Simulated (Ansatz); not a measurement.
# Changed inputs in constrained RPA: BaReO3 (cubic perovskite) (Pm-3m)

Aim: hold the target of a cRPA run on BaReO3 (cubic perovskite) (Pm-3m) and move one thing at a time.

Program: Ansatz 0.2.0. Level of theory: constrained RPA on LDA, plane waves, PAW. Results are calculated unless marked as measured.

The structure was built from a prototype and need not be the compound's stable phase.

## (1) The structure

The structure is cubic, space group Pm-3m (No. 221). The conventional cell has a = 3.960 Å, b = 3.960 Å, c = 3.960 Å, α = 90.00°, β = 90.00°, γ = 90.00°. Nearest to Ba lie 12 O at 2.80 Å. Nearest to Re lie 6 O at 1.98 Å. O has 2 Re at 1.98 Å and 4 Ba at 2.80 Å nearest. Farther neighbours and most contacts between anions are not listed.

Structure file:

```cif
data_structure
_symmetry_space_group_name_H-M 'Pm-3m'
_symmetry_Int_Tables_number 221
_cell_length_a 3.9603
_cell_length_b 3.9603
_cell_length_c 3.9603
_cell_angle_alpha 90.000
_cell_angle_beta 90.000
_cell_angle_gamma 90.000
_cell_volume 62.11
loop_
_atom_site_label
_atom_site_type_symbol
_atom_site_symmetry_multiplicity
_atom_site_Wyckoff_symbol
_atom_site_fract_x
_atom_site_fract_y
_atom_site_fract_z
_atom_site_occupancy
Ba1 Ba 1 a 0.00000 0.00000 0.00000 1
Re1 Re 1 b 0.50000 0.50000 0.50000 1
O1 O 3 c 0.00000 0.50000 0.50000 1
```

The structure was relaxed with LDA. The structure type comes from a generator and need not be one that this composition takes. The structure was generated from a model, not taken from a measurement. The runs that relaxed it are not among those shown. The program's search for lower electronic states was switched off, so nothing shows that the state found is the lowest. Spin-orbit coupling is left out unless a step names it. The default PAW set here is soft_2. Its files were made with PBE.

## (2) Base: Re t2g, bands v2 to c1, 4×4×4 mesh, medium accuracy

Constrained RPA screens the interaction with every transition except those inside the target bands, which a later many-body model would treat itself.

File input.yaml:

```yaml
crystal:
  lattice:
    - [0.0, -3.96025645, 0.0]
    - [0.0, 0.0, 3.96025645]
    - [-3.96025645, 0.0, 0.0]
  atoms:
    - { symbol: Ba, position: [0.0, 0.0, 0.0] }
    - { symbol: Re, position: [0.5, 0.5, 0.5] }
    - { symbol: O, position: [0.5, 0.5, 0.0] }
    - { symbol: O, position: [0.5, 0.0, 0.5] }
    - { symbol: O, position: [0.0, 0.5, 0.5] }
kpoints:
  mp_grid: { grid: [8, 8, 8] }
hamiltonian:
  xc: lda
scf:
  occupations: { method: gaussian, width: 0.08 }
  n_extra_bands: 19
  max_iter: 150
  lower_state_search: "off"
output:
  crpa:
    kmesh: [4, 4, 4]
    target_bands: [v2, c1]
    projections: [{ species: Re, l: d, shell: 5, orbitals: [dxz, dyz, dxy] }]
  local_orbitals:
    kmesh: [8, 8, 8]
    orbitals: [{ species: Re, l: d, shell: 5, orbitals: [dxz, dyz, dxy] }]
    window: { bands: [v2, c1] }
    seedname: lo
```

Launch:

```bash
ansatz run input.yaml --threads 4 --pin off --max-ram 9216MiB --backend cpu --events-out ev --progress --plain --runs-dir out
```

Numbers of over 12 decimals in the logs are rounded to 6 here.

The log of the run:

```text
scf.n_extra_bands = 19 over 22 filled bands (N_el = 43.0): the run solves 41 bands
Engine: ansatz 0.2.0, aarch64-unknown-linux-gnu
Pseudopotentials: kind: paw
Pseudopotential: Ba, paw, valence charge 10, recommended cutoff 420 eV (normal), Ba.paw.azcp
Pseudopotential: Re, paw, valence charge 15, recommended cutoff 420 eV (normal), Re.paw.azcp
Pseudopotential: O, paw, valence charge 6, recommended cutoff 420 eV (normal), O.paw.azcp
Functional definition: SPW92
  exchange = slater_x
  correlation = pw_c
Crystal: 5 atoms, lattice volume = 62.111 Å³
Basis set: ecut = 420 eV, 1213 PW (Γ)
Bands: 41, of which v1, the nominal top of the filled ones, is band 22 counted from 1 (21 counted from 0)
Symmetry: 48 space group operations
Space group: Pm-3m (ITA 221), of the structure as read, at distance tolerance 4.0e-5 Å
k-points: 35 of 512
Non-local potential: Ba, projectors of the file, l = 0: 3, l = 1: 2, l = 2: 2, l = 3: 2
Non-local potential: Re, projectors of the file, l = 0: 3, l = 1: 2, l = 2: 2, l = 3: 1
Non-local potential: O, projectors of the file, l = 0: 2, l = 1: 2, l = 2: 1
PAW form: soft (Blöchl's): semilocal exchange-correlation on the pseudo side does not see the compensation charge
PAW frozen core: Ba, regenerated for the run's functional, and the local potential with it (the file was generated under x = pbe(κ = 0.804, μ = 0.219515), c = pbe(β = 0.066725))
PAW frozen core: Re, regenerated for the run's functional, and the local potential with it (the file was generated under x = pbe(κ = 0.804, μ = 0.219515), c = pbe(β = 0.066725))
PAW frozen core: O, regenerated for the run's functional, and the local potential with it (the file was generated under x = pbe(κ = 0.804, μ = 0.219515), c = pbe(β = 0.066725))
PAW one-centre angular grid: Ba, 194 points (default); XC on 64 Gauss nodes
PAW one-centre angular grid: Re, 590 points (default); XC on 64 Gauss nodes
PAW one-centre angular grid: O, 110 points (default); XC on 64 Gauss nodes
Initial density: superposition of atomic densities (neutral atoms: chi_scale 0, normalization atom), corrected by the library's trained network
Initial wavefunctions: pseudopotential atomic-orbital guess
Functional: x = slater, c = lda
SCF iter   1: F=—  HF=-18056.439171 eV  |F-HF|=—  |Δ(HF+E_count)|=         —  Δρ=1.70e-2  dr2=1.64e-1  ethr=1.77e-3  ⟨swp⟩=6.3  Hψ=7006  notcnv=0  defer=324
preconditioner: auto → Kerker (q_TF=auto, 2.566 Å⁻¹)  [metal: Δε(μ)=0.027 eV  Ē_g=16.414 eV  σ=0.080 eV  W_gap=0.19  n_scr=18 (ndim 8)  ℏωp=27.1 eV  f_vac=0.000  D(μ)=4.22/eV (n_scr^D=32)]
SCF iter   2: F=—  HF=-18056.408367 eV  |F-HF|=—  |Δ(HF+E_count)|=   3.08e-2  Δρ=8.46e-3  dr2=4.57e-2  ethr=3.81e-4  ⟨swp⟩=1.8  Hψ=1843  notcnv=0  defer=416
[...]
SCF iter   7: F=-18056.396973 eV  HF=-18056.396973 eV  |F-HF|=7.42e-10  |Δ(HF+E_count)|=   1.52e-7  Δρ=3.39e-6  dr2=5.13e-9  ethr=2.33e-10  ⟨swp⟩=10.9  Hψ=7642  notcnv=0
SCF 1 converged in 7 iterations: F = -18056.396973 eV  dr2 = 5.13e-9
[...]
NSCF: frozen V_eff on 38 k-points
NSCF: frozen V_eff on 10 k-points
[...]
cRPA screening: q 1/64
cRPA screening: q 2/64
cRPA screening: q 8/64 (q-point 3)
cRPA screening: q 11/64 (q-point 6)
cRPA screening: q 23/64 (q-point 7)
cRPA screening: q 35/64 (q-point 11)
cRPA screening: q 38/64 (q-point 22)
cRPA screening: q 46/64 (q-point 23)
cRPA screening: q 58/64 (q-point 27)
cRPA screening: q 64/64 (q-point 43)
SCF converged after 7 iterations
Free energy (F): -18056.396973 eV
Harris-Foulkes:  -18056.396973 eV  (|F-HF|=7.42e-10)
Internal energy: -18056.383551 eV  (E = F + TS)
E sigma→0 (E₀):  -18056.390262 eV
Entropy (-TS):   -0.013422 eV (-2.684 meV/atom)
Fermi energy:    15.657424 eV
--- Per-component energies (eV) ---
  E_band       = -122.326995
  E_kinetic    = 1239.679134
  E_local      = -2389.837289  (includes V_loc(G=0)·N_el)
  E_nonlocal   = 265.222261
  E_hartree    = 891.459811
  E_xc         = -787.418205
  E_vxc        = -723.080234  (∫ρ·V_xc dr)
  E_paw        = -13901.297196  (= ΣΔE_a)
  E_vpaw       = -297.238363  (= ΣTr[D̂ρ^β])
  E_aug_tail   = 0.007444  (compensation charges beyond the density's cutoff)
  E_ewald      = -3375.091867
  E_core_change = 0.892356  (= ΣΔE_core)
  E_smearing   = -0.013422  (= −TS)
  E_closure    = -0.000000  (closes the sum)
  Σ components = -18056.396973   (vs F -18056.396973, Δ=0.00e0)
--- Band table (eV; the first three rows and the last of 35) ---
  k-point 0: bands = [... 18 lower, 11.6969, 11.6969, 12.9095, 12.9095, 12.9095, 17.0618, 17.0618, 17.3244, ... 15 higher]
  k-point 1: bands = [... 18 lower, 11.5197, 11.5197, 12.9336, 13.5093, 13.5093, 17.0673, 17.6110, 17.6123, ... 15 higher]
  k-point 2: bands = [... 18 lower, 11.2823, 11.2823, 12.9933, 14.5865, 14.5865, 17.0728, 18.3277, 18.4176, ... 15 higher]
  k-point 34: bands = [... 18 lower, 11.9690, 11.9690, 17.1911, 17.1911, 17.1911, 19.0091, 19.0091, 19.0091, ... 15 higher]
--- cRPA (band scheme, projected local orbitals): target bands 21..23 (1-based), 3 Wannier function(s), 4×4×4 mesh, 46 bands' worth read of 51 solved, ecut_chi 136.0 eV, v(q+G=0) probe_charge, pair densities all_electron ---
  bands read: the sum over 46 bands ends inside a degenerate multiplet in 7 slots, whose members it reads at an even weight; the widest, k=42: bands 46 to 48 (counted from 1) at 1/3 each
  χ-basis size per q: N_G = 208..251
  window electrons = 3.0000, filled by tetrahedron_uncorrected; constrained ε̄⁻¹(q = 0, 0) head = 0.180030; min gauge Gram eig = 0.6087
  Kanamori averages over each shell's own Wannier functions (sites counted from 0, functions from 1):
    Site 1, 5D, 3 of 5 d orbitals (Wannier functions 1, 2, 3; wannier90's mr 2, 3, 5):
      screened: U = 2.7326 eV, U' = 2.1643 eV, J = 0.2625 eV
      screened, to within: U = 4.3e-3 eV, U' = 4.3e-3 eV, J = 4.6e-4 eV
      bare: V = 10.8684 eV, V' = 9.9959 eV, J = 0.3713 eV
  Hermiticity witness max|P − P†| over intra, direct and exchange elements: 1.78e-15 eV (screened), 1.82e-19 eV (bare)
  Reality witness max|Im| over intra, direct and exchange elements: 1.75e-19 eV (screened), 1.32e-19 eV (bare)
```

It took 29 s on 4 threads of Arm Neoverse V1, shared host; peak memory 0.58 GiB; 1.8 min of CPU time.

The column dr2 measures how far the density is from self-consistency, as an energy; F and HF (Harris–Foulkes) agree once it is small.

This step gave:

| Quantity | Value |
| --- | --- |
| U | 2.733 eV |
| U prime (inter-orbital) | 2.164 eV |
| J | 0.2625 eV |
| bare V | 10.87 eV |
| bare J | 0.3713 eV |
| stated bound on U | 0.004294 eV |
| U over bare V | 0.2514 |
| electrons in the window | 3.000 |
| head of the constrained inverse dielectric matrix | 0.1800 |
| least eigenvalue of the projection's overlap | 0.6087 |
| target functions | 3 |
| bands in the sums | 46 |
| r.m.s. miss of the model bands | 0.002416 eV |
| width of the target bands | 4.282 eV |
| weight of the projected orbitals in the window | 0.7028 |

On the Re t2g shell, screening brings the on-site interaction from 10.9 eV down to U = 2.73 eV.

## (3) Changed: 6×6×6 mesh

input.yaml, the sections that differ from step 2:

```yaml
output:
  crpa:
    kmesh: [6, 6, 6]
    target_bands: [v2, c1]
    projections: [{ species: Re, l: d, shell: 5, orbitals: [dxz, dyz, dxy] }]
# crystal, kpoints, hamiltonian, scf: as in step 2
```

The log of the run:

```text
[...]
Crystal: 5 atoms, lattice volume = 62.111 Å³
Basis set: ecut = 420 eV, 1213 PW (Γ)
Bands: 41, of which v1, the nominal top of the filled ones, is band 22 counted from 1 (21 counted from 0)
Symmetry: 48 space group operations
[...]
k-points: 35 of 512
[...]
SCF iter   1: F=—  HF=-18056.439171 eV  |F-HF|=—  |Δ(HF+E_count)|=         —  Δρ=1.70e-2  dr2=1.64e-1  ethr=1.77e-3  ⟨swp⟩=6.3  Hψ=7006  notcnv=0  defer=324
[...]
SCF iter   7: F=-18056.396973 eV  HF=-18056.396973 eV  |F-HF|=7.42e-10  |Δ(HF+E_count)|=   1.52e-7  Δρ=3.39e-6  dr2=5.13e-9  ethr=2.33e-10  ⟨swp⟩=10.9  Hψ=7642  notcnv=0
SCF 1 converged in 7 iterations: F = -18056.396973 eV  dr2 = 5.13e-9
[...]
NSCF: frozen V_eff on 20 k-points
[...]
cRPA screening: q 1/216
cRPA screening: q 2/216
cRPA screening: q 8/216 (q-point 3)
cRPA screening: q 14/216 (q-point 4)
cRPA screening: q 17/216 (q-point 8)
[...]
Free energy (F): -18056.396973 eV
[...]
Internal energy: -18056.383551 eV  (E = F + TS)
E sigma→0 (E₀):  -18056.390262 eV
Entropy (-TS):   -0.013422 eV (-2.684 meV/atom)
Fermi energy:    15.657424 eV
[...]
--- Band table (eV; the first three rows and the last of 35) ---
  k-point 0: bands = [... 18 lower, 11.6969, 11.6969, 12.9095, 12.9095, 12.9095, 17.0618, 17.0618, 17.3244, ... 15 higher]
  k-point 1: bands = [... 18 lower, 11.5197, 11.5197, 12.9336, 13.5093, 13.5093, 17.0673, 17.6110, 17.6123, ... 15 higher]
  k-point 2: bands = [... 18 lower, 11.2823, 11.2823, 12.9933, 14.5865, 14.5865, 17.0728, 18.3277, 18.4176, ... 15 higher]
  k-point 34: bands = [... 18 lower, 11.9690, 11.9690, 17.1911, 17.1911, 17.1911, 19.0091, 19.0091, 19.0091, ... 15 higher]
[...]
χ-basis size per q: N_G = 208..251
[...]
Site 1, 5D, 3 of 5 d orbitals (Wannier functions 1, 2, 3; wannier90's mr 2, 3, 5):
      screened: U = 2.7328 eV, U' = 2.1687 eV, J = 0.2605 eV
      screened, to within: U = 4.5e-3 eV, U' = 4.5e-3 eV, J = 4.6e-4 eV
      bare: V = 10.7800 eV, V' = 9.9127 eV, J = 0.3683 eV
[...]
[key lines of the parts left out:]
SCF converged after 7 iterations
```

Elapsed: 2.7 min, on 4 threads; peak memory 0.78 GiB; 10 min of CPU time.

This step gave:

| Property | Result |
| --- | --- |
| U | 2.733 eV |
| U prime (inter-orbital) | 2.169 eV |
| J | 0.2605 eV |
| bare V | 10.78 eV |
| bare J | 0.3683 eV |
| stated bound on U | 0.004435 eV |
| U over bare V | 0.2535 |
| electrons in the window | 3.000 |
| head of the constrained inverse dielectric matrix | 0.1896 |
| least eigenvalue of the projection's overlap | 0.6054 |
| target functions | 3 |
| bands in the sums | 46 |
| width of the target bands | 4.282 eV |
| weight of the projected orbitals in the window | 0.7028 |

On the Re t2g shell, screening brings the on-site interaction from 10.8 eV down to U = 2.73 eV.

## (4) Changed: 2×2×2 mesh

Edit input.yaml of step 3 so:

```diff
@@ -22,3 +22,3 @@
   crpa:
-    kmesh: [6, 6, 6]
+    kmesh: [2, 2, 2]
     target_bands: [v2, c1]
```

The log of the run:

```text
[...]
Crystal: 5 atoms, lattice volume = 62.111 Å³
Basis set: ecut = 420 eV, 1213 PW (Γ)
Bands: 41, of which v1, the nominal top of the filled ones, is band 22 counted from 1 (21 counted from 0)
Symmetry: 48 space group operations
[...]
k-points: 35 of 512
[...]
k-point 34: bands = [... 18 lower, 11.9690, 11.9690, 17.1911, 17.1911, 17.1911, 19.0091, 19.0091, 19.0091, ... 15 higher]
[...]
χ-basis size per q: N_G = 208..251
[...]
Site 1, 5D, 3 of 5 d orbitals (Wannier functions 1, 2, 3; wannier90's mr 2, 3, 5):
      screened: U = 3.0399 eV, U' = 2.4052 eV, J = 0.2935 eV
      screened, to within: U = 4.4e-3 eV, U' = 4.4e-3 eV, J = 4.9e-4 eV
      bare: V = 11.8051 eV, V' = 10.8628 eV, J = 0.4130 eV
[...]
[key lines of the parts left out:]
SCF converged after 7 iterations
Free energy (F): -18056.396973 eV
Fermi energy:    15.657424 eV
```

Wall time 6.6 s (4 threads); peak memory 0.52 GiB; 23 s of CPU time.

Numbers from this step:

- U: 3.040 eV
- U prime (inter-orbital): 2.405 eV
- J: 0.2935 eV
- bare V: 11.81 eV
- bare J: 0.4130 eV
- stated bound on U: 0.004321 eV
- U over bare V: 0.2575
- electrons in the window: 3.000
- head of the constrained inverse dielectric matrix: 0.1546
- least eigenvalue of the projection's overlap: 0.6087
- target functions: 3
- bands in the sums: 46
- width of the target bands: 4.282 eV
- weight of the projected orbitals in the window: 0.7028

On the Re t2g shell, screening brings the on-site interaction from 11.8 eV down to U = 3.04 eV.

## (5) Changed: accuracy low

Edit input.yaml of step 4 so:

```diff
@@ -22,4 +22,5 @@
   crpa:
-    kmesh: [2, 2, 2]
+    kmesh: [4, 4, 4]
     target_bands: [v2, c1]
     projections: [{ species: Re, l: d, shell: 5, orbitals: [dxz, dyz, dxy] }]
+    accuracy: low
```

The log of the run:

```text
[...]
Crystal: 5 atoms, lattice volume = 62.111 Å³
Basis set: ecut = 420 eV, 1213 PW (Γ)
Bands: 41, of which v1, the nominal top of the filled ones, is band 22 counted from 1 (21 counted from 0)
Symmetry: 48 space group operations
[...]
k-points: 35 of 512
[...]
k-point 34: bands = [... 18 lower, 11.9690, 11.9690, 17.1911, 17.1911, 17.1911, 19.0091, 19.0091, 19.0091, ... 15 higher]
[...]
χ-basis size per q: N_G = 208..251
[...]
Site 1, 5D, 3 of 5 d orbitals (Wannier functions 1, 2, 3; wannier90's mr 2, 3, 5):
      screened: U = 2.7041 eV, U' = 2.1420 eV, J = 0.2604 eV
      screened, to within: U = 8.6e-2 eV, U' = 8.6e-2 eV, J = 8.4e-3 eV
      bare: V = 10.8684 eV, V' = 9.9959 eV, J = 0.3713 eV
[...]
[key lines of the parts left out:]
SCF converged after 7 iterations
Free energy (F): -18056.396973 eV
Fermi energy:    15.657424 eV
```

The job ended after 15 s (4 threads; peak memory 0.52 GiB).

This step gave:

* U: 2.704 eV
* U prime (inter-orbital): 2.142 eV
* J: 0.2604 eV
* bare V: 10.87 eV
* bare J: 0.3713 eV
* stated bound on U: 0.08522 eV
* U over bare V: 0.2488
* electrons in the window: 3.000
* head of the constrained inverse dielectric matrix: 0.1800
* least eigenvalue of the projection's overlap: 0.6087
* target functions: 3
* bands in the sums: 46
* width of the target bands: 4.282 eV
* weight of the projected orbitals in the window: 0.7028

On the Re t2g shell, screening brings the on-site interaction from 10.9 eV down to U = 2.70 eV.

## (6) Changed: sums over states on smooth products

Edit input.yaml of step 5 so:

```diff
@@ -25,2 +25,5 @@
     projections: [{ species: Re, l: d, shell: 5, orbitals: [dxz, dyz, dxy] }]
-    accuracy: low
+    accuracy: sum_over_states
+    pair_densities: pseudo
+    n_empty_bands: 44
+    ecut_chi: 136
```

The log of the run:

```text
[...]
Crystal: 5 atoms, lattice volume = 62.111 Å³
Basis set: ecut = 420 eV, 1213 PW (Γ)
Bands: 41, of which v1, the nominal top of the filled ones, is band 22 counted from 1 (21 counted from 0)
Symmetry: 48 space group operations
[...]
k-points: 35 of 512
[...]
χ-basis size per q: N_G = 208..251
[...]
U and J over all bands: no bound (output.crpa.accuracy: sum_over_states); those below are of the sums over the bands read on the sphere of ecut_chi alone
[...]
Site 1, 5D, 3 of 5 d orbitals (Wannier functions 1, 2, 3; wannier90's mr 2, 3, 5):
      screened: U = 2.8440 eV, U' = 2.1817 eV, J = 0.3025 eV
      bare: V = 10.8684 eV, V' = 9.9959 eV, J = 0.3713 eV
[...]
[key lines of the parts left out:]
SCF converged after 7 iterations
Free energy (F): -18056.396973 eV
Fermi energy:    15.657424 eV
```

It took 5.6 s on 4 threads; peak memory 0.42 GiB.

This variant gives U = 2.84 eV against 2.73 eV. It is a finite sum over empty states with no bound on its error and stays out of the table below.

(Part 1 of 2 ends here.)

[Paths, hosts, dates, memory and timing lines, banners, echoed tables and standing remarks are left out of the program output.]

[Logs are printed without paths, hosts, clocks, repeated set-up lines and the standing remarks that a program may print on its own settings, such as how far it seeks lower states.]

[Runs of the session that timed out or met a known fault of the program may be left out.]

[Hosts, paths, dates, database ids (printed as entryN), source tags and the programs' standing remarks are cut or masked in the printed files.]
